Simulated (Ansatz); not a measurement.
# Electron–phonon scattering in W-Zn-Zn-W stack of (100) layers, part 2 of 3

How good a conductor is W-Zn-Zn-W stack of (100) layers when only phonons scatter, and how much computing does the answer need?

Ansatz 0.2.0; DFT PBE, scalar-relativistic, plane waves, PAW; PAW set soft_1.

So far: Starting point; Relaxation; Tight relaxation.

### 4. Lattice stability: q 2×2×1, k 6×6×1

Couplings are defined for a stable lattice alone, so phonons come first.

The input, input.yaml:

```yaml
crystal:
  lattice:
    - [2.603164819, 0.0, 0.0]
    - [0.0, 2.603164819, 0.0]
    - [0.0, 0.0, 35.5773943932]
  atoms:
    - { symbol: W, position: [0.0, 0.0, 0.1483719764] }
    - { symbol: Zn, position: [0.5, 0.5, 0.2074623857] }
    - { symbol: Zn, position: [0.0, 0.0, 0.2672407309] }
    - { symbol: W, position: [0.5, 0.5, 0.3263311402] }
  periodic: [true, true, false]
kpoints:
  mp_grid: { grid: [6, 6, 1] }
hamiltonian:
  xc: pbe
  pseudopotentials: { kind: paw, azcp: { folder: soft_1 } }
scf:
  occupations: { method: methfessel_paxton, width: 0.2 }
output:
  eigenvalues: true
phonons:
  method: dfpt
  qmesh: [2, 2, 1]
  temperatures: { t_max: 1000, t_step: 50 }
  qpath:
    path: [[0.0, 0.0, 0.0], [0.0, 0.5, 0.0], [0.5, 0.5, 0.0], [0.0, 0.0, 0.0]]
    npoints: 10
```

On the command line:

```sh
$ ansatz run input.yaml --threads 4 --pin off --max-ram 12288MiB --backend cpu --events-out ev --progress --plain --runs-dir out
```

Numbers of over 12 decimals in the logs are rounded to 6 here.

Log:

```text
Warning: crystal.symmetry: narrowed to the stabiliser of the run's FFT grids — unitary ops 16 → 8. A phonons.method: dfpt run fills in the rows of the dynamical matrix that it does not solve by its symmetry operations, which is exact only for operations that map its FFT grids onto themselves: filled in by any other, the frequencies could depend on the order in which like atoms are typed, or, by more than the grids' own error, on where the crystal sits among the grids' points. Excluded: 8 operations. The run can therefore solve more perturbations, solve them on more k-points, or both, and cost more. [rest of the remark cut]
[...]
Crystal: 4 atoms, lattice volume = 241.089 Å³
Basis set: ecut = 420 eV, 4747 PW (Γ), exchange–correlation on 36×36×480 points (8 copies of the dense FFT grid, shifted against one another)
Bands: 32, of which v1, the nominal top of the filled ones, is band 26 counted from 1 (25 counted from 0)
Symmetry: 16 space group operations
k-points: 10 of 36 (irreducible under 8 space group operations)
[...]
SCF iter   1: F=—  HF=-27408.253460 eV  |F-HF|=—  |Δ(HF+E_count)|=         —  Δρ=4.25e-2  dr2=1.06e1  ethr=3.10e-3  ⟨swp⟩=16.0  Hψ=2751  notcnv=0
[...]
SCF iter  13: F=-27406.296996 eV  HF=-27406.296996 eV  |F-HF|=8.00e-11  |Δ(HF+E_count)|=  8.59e-10  S|Δr|=    0.00e0  Δρ=3.22e-8  dr2=3.01e-12  ethr=1.00e-12  ⟨swp⟩=8.9  Hψ=2338  notcnv=0
SCF 1 converged in 13 iterations: F = -27406.296996 eV  dr2 = 3.01e-12
[...]
phonons: the bands overlap, so this run is a metal and interpolates without the dipole-dipole term. If the crystal is really an insulator or semiconductor, its LO-TO splitting is missing
NSCF: frozen V_eff on 10 k-points
WARN: eigensolver did not converge (k=0): 1 band(s) unlocked after 2 eigensolves, warm-restarted (20 sweeps on the last) at ethr=1.62e-12 eV (storage-precision floor; scheduled 1.00e-12 eV) (lowest unlocked band 31, counted from 0; max residual 4.44e-3 eV among the unlocked bands, 4.44e-3 eV over every band; other slots of this pass that fall short are told together in one closing line; warning suppressed until the next SCF loop or pass starts)
WARN: eigensolver did not converge in 5 slots of this pass, the one above among them; of largest residual over every band (k=0): 1 band(s) unlocked (lowest unlocked band 31, counted from 0; max residual 4.44e-3 eV among the unlocked bands, 4.44e-3 eV over every band); of lowest unlocked band (k=0): band 31
[...]
DFPT response loops at q = (0, 0, 0) (fractional): preconditioner auto → none (partly filled bands, converged f_vac=0.696); β = 0.50; Broyden in place of MSR1
[...]
SCF converged after 13 iterations
Stability not checked: this state was not tested for a lower state beside it, because cold or Methfessel-Paxton smearing, or corrected tetrahedra, fill the levels in a way that the test cannot read (fill_not_monotonic; see scf.lower_state_search)
Free energy (F): -27406.296996 eV
[...]
Internal energy: -27406.309174 eV  (E = F + TS)
E sigma→0 (E₀):  -27406.300040 eV
Entropy (-TS):   0.012178 eV (3.045 meV/atom)
Fermi energy:    -5.444536 eV
[...]
--- Band table (eV; the first three rows and the last of 10) ---
  k-point 0: bands = [... 22 lower, -9.3282, -9.3267, -7.4449, -6.1915, -5.7088, -2.7254, -2.7254, -2.6939, ... 2 higher]
  k-point 1: bands = [... 22 lower, -8.5027, -8.2272, -6.9266, -6.3926, -6.3741, -3.5365, -2.5438, -2.5311, ... 2 higher]
  k-point 2: bands = [... 22 lower, -8.2551, -7.3338, -6.2472, -5.7174, -5.1995, -3.5702, -3.2845, -3.2806, ... 2 higher]
  k-point 9: bands = [... 22 lower, -7.3350, -7.3350, -4.1846, -4.1846, -3.6216, -3.6216, -1.4941, -1.4941, ... 2 higher]
--- Phonons (Γ-DFPT): 8 representative perturbations + reference (Σ response iterations 36) ---
  ASR residual: 5.446e-5 → 0.000e0 eV/Å²; symmetrization residual: 8.587e-6 eV/Å²
  The last average, over the group as it would stand without the narrowing to the FFT grids, took up to 8.367e-6 eV/Å² of the zone centre's force constants
  ASR residual per site (eV/Å²): 1.24e-5 5.45e-5 4.30e-5 5.65e-6
  Γ frequencies (cm⁻¹): 0.00 0.00 0.00 33.85 33.85 60.44 98.43 98.43 107.28 107.28 179.17 205.62
--- Phonons (arbitrary-q DFPT): 3 irreducible q on the 2×2×1 mesh ---
  q = [0.0000, 0.0000, 0.0000] (star 1, of the zone-centre solve; hermiticity 2.35e-6, symmetrization 3.87e-12, taken by the last average 1.14e-6): -0.00 -0.00 0.00 33.85 33.85 60.44 98.43 98.43 107.28 107.28 179.17 205.62
  q = [0.0000, -0.5000, 0.0000] (star 2, 12 solved perturbations on 16 of 36 k-point pairs; hermiticity 1.12e-6, symmetrization 6.05e-10, taken by the last average 1.12e-6): 31.94 31.94 92.12 92.12 142.31 142.31 148.80 148.80 195.90 195.90 223.78 223.78
  q = [-0.5000, -0.5000, 0.0000] (star 1, 8 solved perturbations in 104 linear systems a pass and spin channel, the states on 16 of 36 k-point pairs; hermiticity 1.20e-6, symmetrization 4.47e-10, taken by the last average 1.08e-6): 154.83 154.83 182.37 182.37 184.46 184.46 187.41 187.41 205.37 205.37 208.82 208.82
  sum rule: each row above includes the acoustic sum rule's correction from the zone centre's row sums; it moved no ω² by more than (0.48 cm⁻¹)²
  mesh force constants: q→R imaginary residual 6.26e-18; ASR residual 5.446e-5 → 0.000e0 eV/Å²; symmetrization residual 7.105e-15 eV/Å²
  interpolated dispersion: 31 rows × 12 modes
  density of states and harmonic sums: on the 24×24×1 q-mesh, interpolated from the force constants of a 2×2×1 supercell (no non-analytic term)
  largest difference from the sums on the solved wave vectors: F 5.24e-2 eV, S 1.17e-4 and C_V 6.42e-5 eV/K
  zero-point energy: 0.107229 eV/cell   skipped modes (ω ≤ 0): 3   left out of the sums: 4.34e-4 of the cell's modes: C_V's classical limit lies that fraction below 3 k_B per atom; for a crystal, a wire or a layer, F and S can be off by more, and a phonons.interpolated_qmesh denser along its periods is the remedy for the sampling
```

Wall time 2 min (4 threads of Arm Neoverse V1, shared host); peak memory 0.98 GiB.

Numbers from this step:

```yaml
zero_point_energy: 0.1072 eV/cell
share_of_imaginary_modes_in_the_plain_interpolation_between_solved_wavevectors: 0
highest_frequency_solved_or_plainly_interpolated: 223.8 cm⁻¹
```

Solved on the 2×2×1 mesh alone; all other wavevectors are interpolated. Phonon branches along the path, in cm⁻¹:

```
  point  branch 1  branch 2  branch 3  branch 4  branch 9  branch 10  branch 11  branch 12
      Γ         0         0         0        34       107        107        179        206
halfway        17        35        84        95       168        172        189        195
      X        32        32        92        92       196        196        224        224
halfway       137       137       148       148       196        196        214        214
      M       155       155       182       182       205        205        209        209
halfway       111       121       129       131       171        172        186        187
      Γ         0         0         0        34       107        107        179        206
```

Lowest modes at the softest wavevector of the mesh. Modes at q = (0.500, 0.000, 0.000), with each element's share of the kinetic energy:

```
mode  frequency (cm⁻¹)  W %  Zn %
   1              31.9   99     1
   2              31.9   99     1
   3              92.1    1    99
   4              92.1    1    99
   5             142.3   51    49
   6             142.3   51    49
```

Displacements in mode 1 (31.9 cm⁻¹), the largest set to 1, in the home cell:
```
W1   0.00  1.00  0.00
Zn2  0.00  0.00  0.00
Zn3  0.00  0.14  0.00
W4   0.00 -0.01  0.00
```

Displacements in mode 6 (142.3 cm⁻¹), the largest set to 1, in the home cell:
```
W1   0.35  0.00 -0.03
Zn2 -0.01  0.00  1.00
Zn3  0.08  0.00 -0.07
W4  -0.02  0.00  0.50
```

Among the solved wavevectors the lowest mode, translations apart, is 31.9 cm⁻¹, so these are real on this k mesh.

### 5. Resistivity: q 2×2×1, k 6×6×1, scattering 12×12×1

A first run on coarse meshes.

input.yaml, as its differences from that of step 4:

```diff
@@ -27 +27,6 @@
     npoints: 10
+  electrical_resistivity:
+    mesh: [12, 12, 1]
+    temperatures: [20.0, 50.0, 77.0, 100.0, 150.0, 200.0, 300.0, 400.0, 600.0, 800.0]
+  superconductivity: { mesh: [12, 12, 1], eliashberg_equations: false }
+  electron_occupations: "off"
```

Log:

```text
[...]
Crystal: 4 atoms, lattice volume = 241.089 Å³
Basis set: ecut = 420 eV, 4747 PW (Γ), exchange–correlation on 36×36×480 points (8 copies of the dense FFT grid, shifted against one another)
Bands: 32, of which v1, the nominal top of the filled ones, is band 26 counted from 1 (25 counted from 0)
Symmetry: 16 space group operations
k-points: 10 of 36 (irreducible under 8 space group operations)
[...]
SCF iter   1: F=—  HF=-27408.253460 eV  |F-HF|=—  |Δ(HF+E_count)|=         —  Δρ=4.25e-2  dr2=1.06e1  ethr=3.10e-3  ⟨swp⟩=16.0  Hψ=2751  notcnv=0
[...]
SCF iter  13: F=-27406.296996 eV  HF=-27406.296996 eV  |F-HF|=8.00e-11  |Δ(HF+E_count)|=  8.59e-10  S|Δr|=    0.00e0  Δρ=3.22e-8  dr2=3.01e-12  ethr=1.00e-12  ⟨swp⟩=8.9  Hψ=2338  notcnv=0
SCF 1 converged in 13 iterations: F = -27406.296996 eV  dr2 = 3.01e-12
[...]
k-points: 10 of 36
SCF iter   1: F=—  HF=-27408.253460 eV  |F-HF|=—  |Δ(HF+E_count)|=         —  Δρ=4.25e-2  dr2=1.06e1  ethr=3.10e-3  ⟨swp⟩=16.0  Hψ=2751  notcnv=0
[...]
SCF iter  13: F=-27406.296996 eV  HF=-27406.296996 eV  |F-HF|=5.46e-11  |Δ(HF+E_count)|=  7.53e-10  S|Δr|=    0.00e0  Δρ=3.29e-8  dr2=3.19e-12  ethr=1.00e-12  ⟨swp⟩=3.0  Hψ=1042  notcnv=0
SCF 2 converged in 13 iterations: F = -27406.296996 eV  dr2 = 3.19e-12
[...]
SCF converged after 13 iterations
[...]
Free energy (F): -27406.296996 eV
[...]
Internal energy: -27406.309174 eV  (E = F + TS)
E sigma→0 (E₀):  -27406.300040 eV
Entropy (-TS):   0.012178 eV (3.045 meV/atom)
Fermi energy:    -5.444536 eV
[...]
--- Band table (eV; the first three rows and the last of 10) ---
  k-point 0: bands = [... 22 lower, -9.3282, -9.3267, -7.4449, -6.1915, -5.7088, -2.7254, -2.7254, -2.6939, ... 2 higher]
  k-point 1: bands = [... 22 lower, -8.5027, -8.2272, -6.9266, -6.3926, -6.3741, -3.5365, -2.5438, -2.5311, ... 2 higher]
  k-point 2: bands = [... 22 lower, -8.2551, -7.3338, -6.2472, -5.7174, -5.1995, -3.5702, -3.2845, -3.2806, ... 2 higher]
  k-point 9: bands = [... 22 lower, -7.3350, -7.3350, -4.1846, -4.1846, -3.6216, -3.6216, -1.4941, -1.4941, ... 2 higher]
[...]
ASR residual: 4.222e-5 → 0.000e0 eV/Å²; symmetrization residual: 1.927e-7 eV/Å²
[...]
ASR residual per site (eV/Å²): 2.08e-5 4.21e-5 4.22e-5 2.06e-5
[...]
--- Phonons (arbitrary-q DFPT): 3 irreducible q on the 2×2×1 mesh ---
[...]
interpolated dispersion: 31 rows × 12 modes
[...]
--- Electrical resistivity: potentials and phonons of a 2×2×1 supercell ---
  scattering by harmonic phonons alone, with no dipole-dipole term; scattering by other electrons, impurities, surfaces and spin disorder is left out, and so is spin–orbit coupling
  the resistivity is that of a variational response, whose dependence on the energy is improved iteratively
  tensors lie in the sheet's plane, the Hall coefficient along its normal; that, the resistivity and the plasma energy are of the whole cell, vacuum included; the cell is 35.577 Å high
  at the Fermi level of each mesh (of a tensor half of its trace):
           mesh   spin    states/(eV spin)  plasma energy (eV)         λ      λ_tr    ħω_log (meV)
        12×12×1                     1.0192              3.6035    0.4881    0.4899           8.409
          6×6×1                     0.8672              2.6810    0.2808    0.3351           9.293
          3×3×1                     0.9599              3.2550    0.5876    0.8923           5.044
  resistivity on the deck's mesh, µΩ·cm:
     T (K)       trace/2  mesh converged            xx            yy            zz    lowest order   relaxation time
     20.00     3.6542e-1              no     3.6542e-1     3.6542e-1      0.0000e0       7.1421e-1         6.0386e-1
     50.00      2.5987e0              no      2.5987e0      2.5987e0      0.0000e0        3.8741e0          3.5115e0
     77.00      6.3919e0              no      6.3919e0      6.3919e0      0.0000e0        8.1451e0          7.6576e0
    100.00      1.0107e1              no      1.0107e1      1.0107e1      0.0000e0        1.2066e1          1.1535e1
    150.00      1.8141e1              no      1.8141e1      1.8141e1      0.0000e0        2.0622e1          1.9924e1
    200.00      2.5897e1              no      2.5897e1      2.5897e1      0.0000e0        2.9102e1          2.8108e1
    300.00      4.1062e1              no      4.1062e1      4.1062e1      0.0000e0        4.6067e1          4.4184e1
    400.00      5.6027e1              no      5.6027e1      5.6027e1      0.0000e0        6.3116e1          6.0038e1
    600.00      8.5663e1              no      8.5663e1      8.5663e1      0.0000e0        9.7498e1          9.1296e1
    800.00      1.1506e2              no      1.1506e2      1.1506e2      0.0000e0        1.3229e2          1.2231e2
  sheet resistance at 20 K: 1.027 Ω
  mean free path at 20 K (of a tensor half of its trace): 1006 nm by what each carries, 721 by the Fermi surface alone
  Hall coefficient in a weak field at 20 K (along the normal): 1.636e-10 m³/C (how far it moves between the two finest meshes is not known); by each state's relaxation time: -4.157e-10 m³/C; by a constant relaxation time: 4.766e-10 m³/C
  sheet resistance at 50 K: 7.304 Ω
[...]
sheet resistance at 77 K: 17.97 Ω
[...]
sheet resistance at 100 K: 28.41 Ω
[...]
sheet resistance at 150 K: 50.99 Ω
[...]
sheet resistance at 200 K: 72.79 Ω
[...]
sheet resistance at 300 K: 115.4 Ω
[...]
sheet resistance at 400 K: 157.5 Ω
[...]
sheet resistance at 600 K: 240.8 Ω
[...]
sheet resistance at 800 K: 323.4 Ω
[...]
the resistivity times a path that all electrons share, by the Fermi surface of the deck's mesh alone (half of the trace): 2.633e-15 Ω·m²
  not converged in the mesh (λ; λ_tr; the resistivity at 20 K by 12.12 %; the resistivity at 50 K by 18.26 %; the resistivity at 77 K by 16.50 %; the resistivity at 100 K by 14.65 %; the resistivity at 150 K by 12.39 %; the resistivity at 200 K by 11.08 %; the resistivity at 300 K by 9.31 %; the resistivity at 400 K by 8.39 %; the resistivity at 600 K by 7.94 %; the resistivity at 800 K by 8.21 %): between neighbouri [...]
  vibrations of 4 cells: unjudged by the run; compare a larger repeat
  the changes of the potential over all sites missed a rigid shift's by 0.35 % (the site terms' by 0.04 %)
  between the force constants' wavevectors the phonons are obtained by Fourier interpolation alone: phonons.electron_occupations is off
--- Superconductivity: potentials and phonons of a 2×2×1 supercell ---
  pairing by harmonic phonons, in the closed forms alone; spin fluctuations are left out, and so is spin–orbit coupling
           mesh         λ    ħω_log (meV)  μ* declared at (meV)
        12×12×1    0.4881           8.409               14.611
          6×6×1    0.2808           9.293               15.133
          3×3×1    0.5876           5.044               10.285
  λ by the species' shares of the modes' patterns: W 0.3648, Zn 0.1233
  transition temperature on the deck's mesh (K), isotropic and anisotropic, restricted to the Fermi surface (FSR) and over the full bandwidth (FBW), and the last with the density of states resolved in a narrower window:
        μ*   McMillan   Allen–Dynes      iso. FSR      iso. FBW    aniso. FSR    aniso. FBW  narrow window
      0.08      1.444         1.483             -             -             -             -              -
      0.10      1.076         1.103             -             -             -             -              -
      0.12      0.766         0.784             -             -             -             -              -
      0.13      0.633         0.647             -             -             -             -              -
      0.14      0.515         0.526             -             -             -             -              -
      0.16      0.321         0.327             -             -             -             -              -
      0.20      0.091         0.092             -             -             -             -              -
  not judged without the Eliashberg equations: between neighbouring meshes, the two finest first, λ moves by 42.47 % and 109.24 %
  vibrations of 4 cells: unjudged by the run; compare a larger repeat
[...]
```

Run time: 2.7 min. Hardware: 4 threads; peak memory 2 GiB.

Numbers from this step:

| Item | Value |
| --- | --- |
| cell height | 35.58 Å |
| sheet resistance 300K | 115.4 Ω/square, mean in the plane |
| resistivity at 300 K | 41.06 μΩ cm, mean of the axes, of the whole cell with its vacuum |
| coupling constant λ | 0.4881 |
| density of states at the Fermi level | 1.019 states/eV a spin and cell |
| log mean phonon energy ħω_log | 8.409 meV |
| transport coupling constant λ_tr | 0.4899, 0.4899, 0 (xx, yy, zz) |
| Drude plasma energy | 3.603, 3.603, 0 eV (xx, yy, zz), of the whole cell with its vacuum |
| second-moment phonon energy ħω₂ | 14.61 meV |

Solved on the 2×2×1 mesh alone; all other wavevectors are interpolated. Phonon branches along the path, in cm⁻¹:

(Unchanged from step 4.)

The Eliashberg function α²F has structure finer than the step of the table below, so its rows give means over 1 meV, whole bins alone (the curve runs from 0.108 to 27.6 meV). Peaks (meV: height): α²F 17.7: 0.271, 18.7: 0.636, 24.2: 0.763; α²F tr 17.7: 0.350, 18.7: 0.717, 24.2: 1.25.

Eliashberg function α²F against phonon energy; means over each step:

```
phonon energy (meV)      α²F   α²F tr
                  1  0.00536  0.00417
                  2   0.0178   0.0149
                  3   0.0472   0.0342
                  4   0.0758   0.0579
                  5    0.103   0.0854
                  6   0.0895   0.0795
                  7   0.0679   0.0656
                  8   0.0543   0.0517
                  9   0.0521   0.0529
                 10   0.0522   0.0547
                 11   0.0572   0.0614
                 12   0.0756   0.0795
                 13   0.0732   0.0800
                 14   0.0749   0.0819
                 15   0.0752   0.0863
                 16   0.0970    0.115
                 17    0.151    0.189
                 18    0.203    0.247
                 19    0.420    0.476
                 20    0.222    0.245
                 21    0.168    0.174
                 22    0.160    0.163
                 23    0.134    0.122
                 24    0.359    0.508
                 25    0.119    0.112
                 26   0.0546   0.0481
                 27   0.0378   0.0395
```

Of the whole cell with its vacuum, so only the sheet resistance is a property of the layer; the means are those of the plane. Resistivity, by row:

```
T (K)  ρ_xx (μΩ cm)    ρ_yy  ρ_zz  ρ by Ziman's lowest order, mean  ρ by relaxation times, mean  within 2 % of the coarser mesh
   20        0.3654  0.3654     -                           0.7142                       0.6039                              no
   50         2.599   2.599     -                            3.874                        3.511                              no
   77         6.392   6.392     -                            8.145                        7.658                              no
  100         10.11   10.11     -                            12.07                        11.54                              no
  150         18.14   18.14     -                            20.62                        19.92                              no
  200          25.9    25.9     -                             29.1                        28.11                              no
  300         41.06   41.06     -                            46.07                        44.18                              no
  400         56.03   56.03     -                            63.12                        60.04                              no
  600         85.66   85.66     -                             97.5                         91.3                              no
  800         115.1   115.1     -                            132.3                        122.3                              no
```

The cell's resistivity over its height. Sheet resistance, along x against temperature:

```
temperature (K)  sheet resistance, along x (Ω/square)
             20                                  1.03
             50                                  7.30
             77                                  18.0
            100                                  28.4
            150                                  51.0
            200                                  72.8
            300                                   115
            400                                   158
            600                                   241
            800                                   323
```

(Part 2 of 3 ends here.)

[Logs are printed without paths, hosts, clocks, repeated set-up lines and the standing remarks that a program may print on its own settings, such as how far it seeks lower states.]

[Hosts, paths, dates, database ids (printed as entryN), source tags and the programs' standing remarks are cut or masked in the printed files.]
